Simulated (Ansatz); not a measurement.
An input for Ansatz 0.2.0 (ZrSSe/PtSe2 (van der Waals superlattice) (P3m1)):

The structure was built from a prototype and need not be the compound's stable phase.

```yaml
crystal:
  lattice:
    - [3.6565817405, 0.0, 0.0]
    - [-1.8282908703, 3.1666926783, 0.0]
    - [0.0, 0.0, 10.8742862832]
  atoms:
    - { symbol: Zr, position: [0.0, 0.0, 0.265565981] }
    - { symbol: S, position: [0.3333333333, 0.6666666667, 0.3942795452] }
    - { symbol: Se, position: [0.6666666667, 0.3333333333, 0.1144409196] }
    - { symbol: Pt, position: [0.3333333333, 0.6666666667, 0.7583071385] }
    - { symbol: Se, position: [0.0, 0.0, 0.8780863] }
    - { symbol: Se, position: [0.6666666667, 0.3333333333, 0.6373403349] }
kpoints:
  mp_grid: { grid: [6, 6, 2] }
hamiltonian:
  xc: hse06
  pseudopotentials: { kind: paw, azcp: { folder: soft_1 } }
scf:
  occupations: { method: fermi_dirac, width: 0.03 }
  n_extra_bands: 6
output:
  eigenvalues: true
```

```sh
ansatz run input.yaml --threads 2 --pin off --max-ram 92160MiB --backend cuda --events-out ev --progress --plain --runs-dir out --devices 1 --max-vram 13GiB
```

**Question.** How long will it take on 1 × NVIDIA H100 80GB HBM3 (shared by 6 runs) with 2 threads of AMD EPYC 7R13 (Zen 3), shared host, and how much memory?

It took 17 s; on shared hardware allow 8.6 s to 35 s. Peak host memory was 1.5 GiB. The sizes that set the cost: 2425 plane waves a state, 14 irreducible k points and 36 SCF cycles.

Exact exchange couples every pair of k points and filled bands, so it costs far more than a semilocal run.

[Paths, hosts, dates, memory and timing lines, banners, echoed tables and standing remarks are left out of the program output.]

[Logs are printed without paths, hosts, clocks, repeated set-up lines and the standing remarks that a program may print on its own settings, such as how far it seeks lower states.]

[Runs of the session that timed out or met a known fault of the program may be left out.]

[Cells called generated may have been cut or substituted from an entry of the Crystallography Open Database or the Materials Project.]

[Hosts, paths, dates, database ids (printed as entryN), source tags and the programs' standing remarks are cut or masked in the printed files.]
